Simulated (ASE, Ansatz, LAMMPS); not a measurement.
## Σ5 (001) twist boundary in Ge (160 atoms): a reference run and its variants

The cell holds 160 atoms: 160 Ge. Its edges and angles: a = 12.652 Å, b = 12.652 Å, c = 23.060 Å, α = 90.0°, β = 90.0°, γ = 90.0°. It derives from Ge (diamond-structure). Diamond-structure Ge (a = 5.658 Å); two grains turned against each other by 53.13 deg about [001]; 1 x 1 coincidence cells, 2 lattice periods a grain, two boundaries a cell, upper grain shifted by [0.711, 0.431] of the boundary cell and opened by 0.3 Å, one atom of each pair nearer than 1.592 Å removed; minimised with a classical potential (one cell length free). Regions: lower grain, 80 atoms (80 Ge); upper grain, 80 atoms (80 Ge).

Geometry: as built.

Reference run: Kohn-Sham DFT, revPBE, PAW (set soft_2), plane waves (Ansatz 0.2.0), cutoff 420 eV, k-mesh 3×3×2, fermi-dirac smearing of 0.05 eV.

```
r.m.s. force component                           : 0.2634 eV/Å
pressure                                         : 6.096 GPa
spacing of highest filled and lowest empty level : 0.0165 eV
SCF cycles                                       : 9
time                                             : 22 s on 1 × NVIDIA GB200 with 32 threads of Arm Neoverse V2, shared host
```

**Question.** The cell is repeated and solved at Γ. How do error, time and memory go?
- plane waves, 160 atoms (1×1×1)
- support functions, 160 atoms (1×1×1)
- plane waves, 640 atoms (2×2×1)
- support functions, 640 atoms (2×2×1)
- support functions, 1440 atoms (3×3×1)
- support functions, 2880 atoms (3×3×2)

Differences are against the typed cell on a 3×3×2 mesh, which samples like Γ on 2880 atoms (r.m.s. force component 0.263 eV/Å). Every repeated cell is solved at Γ, and forces are averaged over the copies of each atom. Hardware: 1 × NVIDIA GB200 with 32 threads of Arm Neoverse V2, shared host.

```csv
atoms,repeats,basis,"Δ force, r.m.s. (meV/Å)",Δ energy (meV/atom),less plane waves of the same size (meV/atom),spread among copies (meV/Å),SCF cycles,time,host memory (GiB)
160,1×1×1,plane waves,51.6,-5.65,-,-,8,2.5 s,1.6
160,1×1×1,support functions,51.6,-6.93,-1.3,-,17,5.7 s,1.5
640,2×2×1,plane waves,8.91,0.330,-,0,8,24 s,3.9
640,2×2×1,support functions,8.94,-0.953,-1.3,0.02,17,22 s,3.2
1440,3×3×1,support functions,6.28,-1.18,-,0.015,20,75 s,5.7
2880,3×3×2,support functions,0.458,-1.28,-,0.015,20,4 min,10
```

Repeating the cell at Γ samples more k-points: in plane waves the energy difference from the dense mesh goes from -5.65 meV/atom at 160 atoms to 0.330 at 640, and the force difference from 52 to 8.9 meV/Å. With plane waves, the time grows as the 1.6 power of the atom count between the two largest sizes, 160 and 640 atoms. The smaller run is short enough for fixed overheads to flatten this slope. With support functions, the time grows as the 1.7 power of the atom count between the two largest sizes, 1440 and 2880 atoms. At equal size the support functions lie 1.3 meV/atom below plane waves, likely because their grid holds more waves than 420 eV; no run tests this. Support functions take 2.3 times the time of plane waves at 160 atoms and 0.90 times at 640, so the crossover lies within the series. Each time is a single run, so ratios and crossover are rough. At the largest size the support functions' forces differ from the reference by 0.17 % of the r.m.s. force, where they sample the same k-points. Plane waves may use the symmetry of this cell, which the support-function runs switch off.

[Logs are printed without paths, hosts, clocks, repeated set-up lines and the standing remarks that a program may print on its own settings, such as how far it seeks lower states.]

[Hosts, paths, dates, database ids (printed as entryN), source tags and the programs' standing remarks are cut or masked in the printed files.]
